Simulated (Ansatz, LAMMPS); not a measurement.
# Forces and charges in glassy 63SiO2-14B2O3-11Na2O-11CaO (mol %) (111 atoms)

Aim: energy, forces, charges and density of states of glassy 63SiO2-14B2O3-11Na2O-11CaO (mol %) (111 atoms) at a fixed geometry.

Method: Kohn-Sham DFT, PBEsol, PAW (set soft_2), plane waves, in Ansatz 0.2.0.

## (1) The structure

The cell holds 111 atoms: 22 Si, 10 B, 8 Na, 4 Ca and 67 O. Its edges and angles: a = 11.269 Å, b = 11.269 Å, c = 11.269 Å, α = 90.0°, β = 90.0°, γ = 90.0°. 111 atoms (22 Si, 10 B, 8 Na, 4 Ca, 67 O) placed at random at 2.33 g/cm³, melted at 3000 K for 20 ps at fixed volume with the Buckingham and Coulomb pair potential of Guillot and Sator (Geochim. Cosmochim. Acta 71, 1249 (2007)) with the boron terms of Wang et al. (J. Non-Cryst. Solids 498, 294 (2018)). Quenched from 3000 K to 300 K at 300 K/ps and fixed volume, held 10 ps at zero pressure.

Before any run, some limits are plain. The quench rate of 300 K/ps is orders of magnitude faster than experiment, which tends to freeze in extra defects. The network of bonds at the start is that of the classical potential that made the cell, and needn't be the one that DFT or experiment would give. The Brillouin zone is sampled at Γ only, in a cell whose shortest periodic width is 11 Å.

## (2) Making the structure

A classical potential makes the cell, at a small fraction of what the same run would cost in DFT.

This step: classical MD, Buckingham and Coulomb pair potential of Guillot and Sator (Geochim. Cosmochim. Acta 71, 1249 (2007)) with the boron terms of Wang et al. (J. Non-Cryst. Solids 498, 294 (2018)) (LAMMPS 22 Jul 2025 - Update 4).

Contents of in.lmp:

```
# melt-quench of Si22B10Na8Ca4O67
units metal
atom_style charge
boundary p p p
region box block 0 11.5178 0 11.5178 0 11.5178
create_box 5 box
mass 1 28.0850   # Si
mass 2 10.8100   # B
mass 3 22.9898   # Na
mass 4 40.0780   # Ca
mass 5 15.9990   # O
create_atoms 1 random 22 97816 NULL overlap 1.5 maxtry 2000
create_atoms 2 random 10 97823 NULL overlap 1.5 maxtry 2000
create_atoms 3 random 8 97830 NULL overlap 1.5 maxtry 2000
create_atoms 4 random 4 97837 NULL overlap 1.5 maxtry 2000
create_atoms 5 random 67 97844 NULL overlap 1.5 maxtry 2000
pair_style buck/coul/long 9.0
pair_coeff * * 0.0 1.0 0.0
pair_coeff 1 5 50306.10 0.161 46.2978   # Si-O
pair_coeff 2 5 206941.81 0.124 35.0018   # B-O
pair_coeff 3 5 120303.80 0.17 0   # Na-O
pair_coeff 4 5 155667.70 0.178 42.2597   # Ca-O
pair_coeff 5 5 9022.79 0.265 85.0921   # O-O
pair_coeff 2 2 484.40 0.35 0.0   # B-B
pair_coeff 1 2 337.70 0.29 0.0   # Si-B
set type 1 charge 1.89
set type 2 charge 1.4175
set type 3 charge 0.4725
set type 4 charge 0.945
set type 5 charge -0.945
kspace_style pppm 1.0e-4
neigh_modify delay 0 every 1 check yes
thermo_style custom step time temp pe press density
thermo_modify norm yes
# [... 17 lines left out ...]
fix md all nvt temp 3000 300 0.1
run 9000 post no
unfix md
thermo 3333
fix md all npt temp 300 300 0.1 iso 0 0 1
run 10000 post no
unfix md
write_dump all custom glass.dump id type xs ys zs modify sort id
```

On the command line:

```
lmp -in in.lmp -log none -nocite
```

Numbers of over 12 decimals in the logs are rounded to 6 here.

What it wrote:

```text
LAMMPS (22 Jul 2025 - Update 4)
Created orthogonal box = (0 0 0) to (11.5178 11.5178 11.5178)
Created 22 atoms
Created 10 atoms
Created 8 atoms
Created 4 atoms
Created 67 atoms
PPPM initialization ...
  G vector (1/distance) = 0.33002151
  grid = 10 10 10
  estimated relative force accuracy = 5.5309723e-05
   Step          Time           Temp          PotEng         Press         Density
         0   0              0              4.1614738      1498562.9      2.3280214
       100   0.1            0             -10.25449      -14656.515      2.3280214
       113   0.113          0             -10.276502     -14108.898      2.3280214
[... 19 lines left out ...]
[... 2 lines left out ...]
Loop time of 21.5961 s on 1 MPI rank(s) for 20000 steps with 111 atoms
   Step          Time           Temp          PotEng         Press         Density
[... 12 lines left out ...]
Loop time of 9.93844 s on 1 MPI rank(s) for 9000 steps with 111 atoms
   Step          Time           Temp          PotEng         Press         Density
[... 1 line left out ...]
     33330   33.33          311.93061     -10.442052     -7206.5344      2.4809037
     36663   36.663         297.45497     -10.442221      7943.2317      2.4650572
     39996   39.996         302.29686     -10.444591     -991.16259      2.48735
     40000   40             302.0416      -10.444619     -4918.7372      2.4858615
Loop time of 13.3215 s on 1 MPI rank(s) for 10000 steps with 111 atoms
```

It took 47 s on 1 thread of AMD EPYC 7R43, shared host; peak memory 0.077 GiB.

## (3) Plane-wave single point

One self-consistent run at the given positions yields energy and forces.

Contents of input.yaml:

```yaml
crystal:
  lattice:
    - [11.26868, 0.0, 0.0]
    - [0.0, 11.26868, 0.0]
    - [0.0, 0.0, 11.26868]
  atoms:
    - { symbol: Si, position: [0.05049, 0.0553, 0.22253] }
    - { symbol: Si, position: [0.40946, 0.83947, 0.32086] }
    - { symbol: Si, position: [0.61916, 0.8086, 0.16518] }
    - { symbol: Si, position: [0.05368, 0.41032, 0.264] }
    - { symbol: Si, position: [0.76726, 0.26121, 0.94238] }
    - { symbol: Si, position: [0.66876, 0.58593, 0.32154] }
    - { symbol: Si, position: [0.80541, 0.36422, 0.38262] }
    - { symbol: Si, position: [0.05707, 0.20696, 0.70276] }
    - { symbol: Si, position: [0.62025, 0.83279, 0.87882] }
    - { symbol: Si, position: [0.09229, 0.04634, 0.49726] }
    - { symbol: Si, position: [0.85179, 0.60439, 0.81979] }
    - { symbol: Si, position: [0.8182, 0.91782, 0.73598] }
    - { symbol: Si, position: [0.6966, 0.59507, 0.5832] }
    - { symbol: Si, position: [0.24623, 0.35297, 0.6548] }
    - { symbol: Si, position: [0.48645, 0.47116, 0.705] }
    - { symbol: Si, position: [0.63506, 0.49645, 0.9464] }
    - { symbol: Si, position: [0.52473, 0.8195, 0.57987] }
    - { symbol: Si, position: [0.16205, 0.09677, 0.00602] }
    - { symbol: Si, position: [0.3502, 0.10265, 0.42471] }
    - { symbol: Si, position: [0.49382, 0.07055, 0.65711] }
    - { symbol: Si, position: [0.94382, 0.82625, 0.50846] }
    - { symbol: Si, position: [0.38106, 0.57217, 0.31792] }
    - { symbol: B, position: [0.99952, 0.26249, 0.06935] }
    - { symbol: B, position: [0.41051, 0.531, 0.05988] }
    - { symbol: B, position: [0.89524, 0.36952, 0.78018] }
    - { symbol: B, position: [0.40586, 0.72724, 0.757] }
    - { symbol: B, position: [0.03919, 0.0039, 0.82682] }
    - { symbol: B, position: [0.27169, 0.03697, 0.79958] }
    - { symbol: B, position: [0.26338, 0.33705, 0.38622] }
    - { symbol: B, position: [0.65703, 0.07736, 0.8252] }
    - { symbol: B, position: [0.99217, 0.84317, 0.2641] }
    - { symbol: B, position: [0.0672, 0.63294, 0.18179] }
    - { symbol: Na, position: [0.25905, 0.80517, 0.06634] }
    - { symbol: Na, position: [0.47047, 0.22617, 0.91883] }
    - { symbol: Na, position: [0.21122, 0.74397, 0.52401] }
    - { symbol: Na, position: [0.53356, 0.32538, 0.45554] }
    - { symbol: Na, position: [0.69271, 0.98546, 0.41749] }
    - { symbol: Na, position: [0.10585, 0.77727, 0.73124] }
    - { symbol: Na, position: [0.77055, 0.1073, 0.18146] }
    - { symbol: Na, position: [0.27108, 0.34827, 0.12064] }
    - { symbol: Ca, position: [0.18477, 0.58554, 0.86291] }
    - { symbol: Ca, position: [0.78126, 0.19559, 0.60454] }
    - { symbol: Ca, position: [0.00046, 0.50644, 0.58401] }
    - { symbol: Ca, position: [0.96152, 0.80957, 0.01294] }
    - { symbol: O, position: [0.98165, 0.71953, 0.20649] }
    - { symbol: O, position: [0.22965, 0.32947, 0.51204] }
    - { symbol: O, position: [0.79529, 0.39526, 0.52788] }
    - { symbol: O, position: [0.41392, 0.59588, 0.7253] }
    - { symbol: O, position: [0.07127, 0.99135, 0.9591] }
    - { symbol: O, position: [0.75879, 0.0437, 0.75558] }
    - { symbol: O, position: [0.6931, 0.37605, 0.99975] }
    - { symbol: O, position: [0.36954, 0.97905, 0.34415] }
    - { symbol: O, position: [0.7903, 0.30322, 0.80374] }
    - { symbol: O, position: [0.75905, 0.23119, 0.38854] }
    - { symbol: O, position: [0.34204, 0.46764, 0.97615] }
    - { symbol: O, position: [0.11423, 0.23554, 0.00429] }
    - { symbol: O, position: [0.16005, 0.99485, 0.76272] }
    - { symbol: O, position: [0.02189, 0.138, 0.58185] }
    - { symbol: O, position: [0.11486, 0.85815, 0.29444] }
    - { symbol: O, position: [0.9641, 0.93895, 0.18307] }
    - { symbol: O, position: [0.4731, 0.81175, 0.19495] }
    - { symbol: O, position: [0.96357, 0.68964, 0.84951] }
    - { symbol: O, position: [0.32577, 0.44746, 0.3722] }
    - { symbol: O, position: [0.34255, 0.71058, 0.35517] }
    - { symbol: O, position: [0.00054, 0.12709, 0.80929] }
    - { symbol: O, position: [0.39804, 0.78842, 0.64004] }
    - { symbol: O, position: [0.73761, 0.59321, 0.91606] }
    - { symbol: O, position: [0.04904, 0.08082, 0.36366] }
    - { symbol: O, position: [0.16266, 0.32241, 0.30759] }
    - { symbol: O, position: [0.67028, 0.69176, 0.22514] }
    - { symbol: O, position: [0.56338, 0.45108, 0.82645] }
    - { symbol: O, position: [0.06083, 0.90888, 0.53592] }
    - { symbol: O, position: [0.66016, 0.93353, 0.23225] }
    - { symbol: O, position: [0.37713, 0.56045, 0.17329] }
    - { symbol: O, position: [0.38949, 0.37423, 0.67049] }
    - { symbol: O, position: [0.64423, 0.81181, 0.02055] }
    - { symbol: O, position: [0.79474, 0.58901, 0.68515] }
    - { symbol: O, position: [0.91696, 0.85025, 0.37155] }
    [... 27 atom lines left out ...]
    - { symbol: O, position: [0.34519, 0.22747, 0.35794] }
    - { symbol: O, position: [0.74378, 0.81748, 0.80757] }
    - { symbol: O, position: [0.91858, 0.47366, 0.84387] }
    - { symbol: O, position: [0.58713, 0.49896, 0.60135] }
    - { symbol: O, position: [0.58754, 0.97362, 0.85863] }
    - { symbol: O, position: [0.9768, 0.32907, 0.69904] }
kpoints:
  mp_grid: { grid: [1, 1, 1] }
hamiltonian:
  xc: pbesol
scf:
  occupations: { method: fixed }
output:
  forces: true
  stress: true
  populations: true
  dos:
    method: { smearing: { sigma: 0.1 } }
    de: 0.1
    projected: { site_lists: { B: [B], Ca: [Ca], Na: [Na], O: [O], Si: [Si] } }
  eigenvalues: true
  write_density: true
  write_potential: true
  volumetric_format: npy
```

On the command line:

```
ansatz run input.yaml --threads 8 --pin off --max-ram 15872MiB --backend cpu --events-out ev --progress --plain --runs-dir out
```

What it wrote:

```text
Engine: ansatz 0.2.0, x86_64-unknown-linux-gnu
Pseudopotentials: kind: paw
Pseudopotential: Si, paw, valence charge 4, recommended cutoff 420 eV (normal), Si.paw.azcp
Pseudopotential: B, paw, valence charge 3, recommended cutoff 420 eV (normal), B.paw.azcp
Pseudopotential: Na, paw, valence charge 9, recommended cutoff 420 eV (normal), Na.paw.azcp
Pseudopotential: Ca, paw, valence charge 10, recommended cutoff 420 eV (normal), Ca.paw.azcp
Pseudopotential: O, paw, valence charge 6, recommended cutoff 420 eV (normal), O.paw.azcp
[... 3 lines on functional and potentials left out ...]
Crystal: 111 atoms, lattice volume = 1430.932 Å³
Basis set: ecut = 420 eV, 28017 PW (Γ), exchange–correlation on 160×160×160 points (8 copies of the dense FFT grid, shifted against one another)
Bands: 427, of which v1, the nominal top of the filled ones, is band 316 counted from 1 (315 counted from 0)
Symmetry: 1 space group operations
Space group: P1 (ITA 1), of the structure as read, at distance tolerance 1.1e-4 Å
k-points: 1
[... 16 lines on functional and potentials left out ...]
Initial density: superposition of atomic densities (neutral atoms: chi_scale 0, normalization atom), corrected by the library's trained network
Initial wavefunctions: pseudopotential atomic-orbital guess
Functional: x = pbesol(κ = 0.804, μ = 0.123457), c = pbesol(β = 0.046)
SCF iter   1: F=—  HF=-71867.961576 eV  |F-HF|=—  |Δ(HF+E_count)|=         —  Δρ=1.16e-2  dr2=1.73e0  ethr=1.77e-3  ⟨swp⟩=5.0  Hψ=1663  notcnv=0  defer=107
preconditioner: auto → Resta (q_TF=auto, 2.381 Å⁻¹)  ε∞=3.0  [insulator: Δε(μ)=2.021 eV  Ē_g=16.918 eV  n_scr=340 (ndim 8)  ℏωp=24.2 eV  f_vac=0.156  ε∞_Penn≈3.0]
SCF iter   2: F=—  HF=-71867.487164 eV  |F-HF|=—  |Δ(HF+E_count)|=   4.74e-1  Δρ=2.79e-3  dr2=1.19e-1  ethr=2.74e-4  ⟨swp⟩=2.0  Hψ=696  notcnv=0  defer=109
SCF iter   3: F=—  HF=-71867.466732 eV  |F-HF|=—  |Δ(HF+E_count)|=   2.04e-2  Δρ=1.16e-3  dr2=4.16e-2  ethr=1.88e-5  ⟨swp⟩=3.0  Hψ=697  notcnv=0  defer=109
SCF iter   4: F=—  HF=-71867.460426 eV  |F-HF|=—  |Δ(HF+E_count)|=   6.31e-3  Δρ=1.05e-3  dr2=1.52e-2  ethr=6.57e-6  ⟨swp⟩=3.0  Hψ=534  notcnv=0  defer=109
SCF iter   5: F=—  HF=-71867.457716 eV  |F-HF|=—  |Δ(HF+E_count)|=   2.71e-3  Δρ=2.32e-4  dr2=9.37e-4  ethr=2.41e-6  ⟨swp⟩=3.0  Hψ=698  notcnv=0  defer=109
SCF iter   6: F=—  HF=-71867.458028 eV  |F-HF|=—  |Δ(HF+E_count)|=   3.12e-4  Δρ=1.55e-4  dr2=3.40e-4  ethr=1.48e-7  ⟨swp⟩=3.0  Hψ=543  notcnv=0  defer=109
SCF iter   7: F=—  HF=-71867.458036 eV  |F-HF|=—  |Δ(HF+E_count)|=   7.45e-6  Δρ=4.02e-5  dr2=2.69e-5  ethr=5.37e-8  ⟨swp⟩=3.0  Hψ=541  notcnv=0  defer=109
SCF iter   8: F=—  HF=-71867.455101 eV  |F-HF|=—  |Δ(HF+E_count)|=   2.94e-3  Δρ=1.91e-5  dr2=5.49e-6  ethr=4.26e-9  ⟨swp⟩=2.0  Hψ=626  notcnv=0  defer=106
SCF iter   9: F=—  HF=-71867.455104 eV  |F-HF|=—  |Δ(HF+E_count)|=   3.63e-6  Δρ=8.21e-6  dr2=1.01e-6  ethr=8.69e-10  ⟨swp⟩=2.0  Hψ=543  notcnv=0  defer=107
SCF iter  10: F=—  HF=-71867.455105 eV  |F-HF|=—  |Δ(HF+E_count)|=   8.86e-7  Δρ=2.78e-6  dr2=1.54e-7  ethr=1.60e-10  ⟨swp⟩=2.0  Hψ=627  notcnv=0  defer=109
SCF iter  11: F=-71867.455105 eV  HF=-71867.455105 eV  |F-HF|=6.34e-9  |Δ(HF+E_count)|=   2.24e-7  Δρ=2.28e-6  dr2=7.00e-8  ethr=1.58e-11  ⟨swp⟩=25.0  Hψ=4356  notcnv=0
SCF 1 converged in 11 iterations: F = -71867.455105 eV  dr2 = 7.00e-8
  greatest PAW one-centre occupation: 0.999 electrons in one spin orbital (limit 2), on the Na atom at site 39 (counted from 0), in its partial waves of l = 0
WARN: The input density's exchange-correlation potential varies sharply where the density is thin. Do not read a vacuum level from v_tot or v_xc, or from such a field of the output density. On a cell that repeats whose density bears no net charge and no dipole along the vacuum's axis use v_es (v_loc + v_h of the components); [...]
SCF converged after 11 iterations
Free energy (F): -71867.455105 eV
Harris-Foulkes:  -71867.455105 eV  (|F-HF|=6.34e-9)
Internal energy: -71867.455105 eV  (E = F + TS)
E sigma→0 (E₀):  -71867.455105 eV
Fermi energy:    5.568170 eV
--- Per-component energies (eV) ---
  E_band       = -4399.702920
  E_kinetic    = 15408.999463
  E_local      = -49645.642990  (includes V_loc(G=0)·N_el)
  E_nonlocal   = 5065.265917
  E_hartree    = 18331.294265
  E_xc         = -7276.922113
  E_vxc        = -8783.641273  (∫ρ·V_xc dr)
  E_paw        = -27366.415282  (= ΣΔE_a)
  E_vpaw       = -3107.433631  (= ΣTr[D̂ρ^β])
  E_aug_tail   = 0.169802  (compensation charges beyond the density's cutoff)
  E_ewald      = -26388.322629
  E_core_change = 4.118461  (= ΣΔE_core)
  E_smearing   = -0.000000  (= −TS)
  E_closure    = -0.000000  (closes the sum)
  Σ components = -71867.455105   (vs F -71867.455105, Δ=0.00e0)
--- Forces (eV/Å), atoms counted from 1 ---
  atom   1  Si    -0.00496199    -1.03478315    -0.56522462
  atom   2  Si     2.47990439     0.30886077     2.67894080
  atom   3  Si     0.10196481     4.70716640     0.87194429
  atom   4  Si     1.03505531    -1.52930882    -1.32586726
  atom   5  Si     0.03111744     2.30648783    -0.33817877
  atom   6  Si    -1.23620466    -0.65048795     0.54004589
  atom   7  Si     0.51816276     0.88403216     2.16411147
  atom   8  Si    -0.78346896    -1.97022247     1.94913263
  atom   9  Si    -2.83897071     0.62477414     0.30012821
  atom  10  Si     0.43756103    -1.23570039    -2.65616968
  atom  11  Si    -0.51204939    -0.38032842     1.35087370
  atom  12  Si     1.27380295    -1.50573822     0.00186354
  atom  13  Si    -2.94335828     0.75018549    -0.44046036
  atom  14  Si     0.85397000     2.65866073    -2.89420687
[...]
atom 110  O      0.34778600     0.87421340     0.44720745
  atom 111  O     -0.48308080    -0.03890900    -0.28994799
  max |Σ_I F_I| component: 7.43e-5 eV/Å
--- Stress (GPa, compression-positive) ---
       -2.486487      -0.213721      -0.264872
       -0.213721      -3.568652      -0.076725
       -0.264874      -0.076726      -2.898067
  P = ⅓ Tr σ = -2.9844 GPa (-29.844 kbar)
--- Band table (eV) ---
  k-point 0: bands = ["-47.5567", "-46.8550", "-46.7221", "-46.6079", [... 411 levels ...], "13.3900", "13.4097", "13.4922", "13.5089", "13.5656", "13.5991", "13.6311", "13.6562", "13.7180", "13.7227", "13.7535", "13.8008"]
--- Löwdin populations: 111 sites ---
  site symbol       q [e]
     0     Si      2.3187
     1     Si      2.2908
     2     Si      2.3245
[...]
110      O      6.6207
  spilling = 0.011556 (of n_electrons = 632.000000)
```

Elapsed: 20 s, on 8 threads of AMD EPYC 7R43, shared host; peak memory 2.1 GiB; 2.3 min of CPU time.

Reading the cycles: dr2 is the Hartree energy of the density residual (eV), the measure of convergence; HF is the Harris–Foulkes estimate of the energy, which meets the free energy F at convergence.

The program notes that the exchange-correlation potential is rough where the density is thin.

Numbers from this run:

```
free energy                                      : -71867.4551 eV
free energy per atom                             : -647.4546 eV/atom
SCF cycles                                       : 11
pressure                                         : -2.984 GPa
r.m.s. force component                           : 1.077 eV/Å
longest force                                    : 5.505 eV/Å
Fermi energy                                     : 5.568 eV
gap (highest filled to lowest empty level) : 1.312 eV
spilling of the projection                       : 0.01156
```

Length of the force by element:

| element | coordination | atoms | mean length of the force (eV/Å) | spread | least | most |
| --- | --- | --- | --- | --- | --- | --- |
| B | all | 10 | 2.53 | 0.794 | 1.31 | 4.02 |
| Ca | all | 4 | 1.50 | 0.561 | 0.960 | 2.39 |
| Na | all | 8 | 0.694 | 0.298 | 0.261 | 1.19 |
| O | all | 67 | 1.29 | 0.586 | 0.407 | 2.88 |
| Si | all | 22 | 2.50 | 1.15 | 0.726 | 5.51 |

Löwdin charges by element (they lack the spilled electrons, 0.066 e an atom on average):

| element | coordination | atoms | mean charge (e) | spread | least | most |
| --- | --- | --- | --- | --- | --- | --- |
| B | all | 10 | 0.557 | 0.0349 | 0.510 | 0.624 |
| Ca | all | 4 | 1.77 | 0.018 | 1.74 | 1.79 |
| Na | all | 8 | 0.801 | 0.029 | 0.743 | 0.845 |
| O | all | 67 | -0.733 | 0.114 | -1.02 | -0.480 |
| Si | all | 22 | 1.70 | 0.0344 | 1.61 | 1.75 |

States in the cell by windows of 1 eV, zero at the Fermi level; the larger projections on atomic orbitals stand beside the total:

| from (eV) | to (eV) | total | O p | Si p | O s |
| --- | --- | --- | --- | --- | --- |
| -18 | -17 | 7.3 | 0.1 | 0.3 | 5.6 |
| -17 | -16 | 2.4 | 0.1 | 0.1 | 1.8 |
| -16 | -15 | 1.1 | 0.0 | 0.0 | 0.8 |
| -15 | -13 | 0.0 | 0.0 | 0.0 | 0.0 |
| -13 | -12 | 2.9 | 1.9 | 0.1 | 0.1 |
| -12 | -11 | 15.3 | 10.3 | 0.6 | 0.6 |
| -11 | -10 | 17.0 | 11.6 | 1.2 | 0.7 |
| -10 | -9 | 22.3 | 15.9 | 2.4 | 0.6 |
| -9 | -8 | 36.6 | 27.1 | 5.2 | 0.6 |
| -8 | -7 | 29.1 | 22.1 | 3.0 | 0.9 |
| -7 | -6 | 41.6 | 33.9 | 2.9 | 2.0 |
| -6 | -5 | 60.4 | 52.8 | 2.3 | 1.9 |
| -5 | -4 | 62.9 | 57.8 | 1.5 | 1.1 |
| -4 | -3 | 63.4 | 59.8 | 1.0 | 0.6 |
| -3 | -2 | 30.8 | 29.2 | 0.3 | 0.2 |
| -2 | -1 | 15.8 | 14.8 | 0.2 | 0.1 |
| -1 | 0 | 3.3 | 3.0 | 0.0 | 0.0 |
| 0 | 1 | 0.8 | 0.7 | 0.0 | 0.0 |
| 1 | 2 | 2.9 | 0.2 | 0.1 | 0.5 |
| 2 | 3 | 13.7 | 1.1 | 1.2 | 0.9 |
| 3 | 4 | 25.0 | 1.8 | 3.1 | 1.7 |
| 4 | 5 | 33.7 | 2.7 | 5.5 | 2.5 |

With fixed occupations the program's Fermi level is the highest filled level; weight inside the gap is the broadening of levels at its edges.

Between -26 and -18 eV lie 195 more states.

The levels nearest the highest filled one (over half full), pooled over k-points and spins:

| level less the highest filled one (eV) | occupation |
| --- | --- |
| -1.39 | 2 |
| -1.36 | 2 |
| -1.33 | 2 |
| -1.17 | 2 |
| -0.130 | 2 |
| 0 | 2 |
| 1.31 | 0 |
| 2.04 | 0 |
| 2.32 | 0 |
| 2.42 | 0 |
| 2.48 | 0 |
| 2.49 | 0 |

(Continued in part 2 of 2.)

[Logs are printed without paths, hosts, clocks, repeated set-up lines and the standing remarks that a program may print on its own settings, such as how far it seeks lower states.]

[Hosts, paths, dates, database ids (printed as entryN), source tags and the programs' standing remarks are cut or masked in the printed files.]
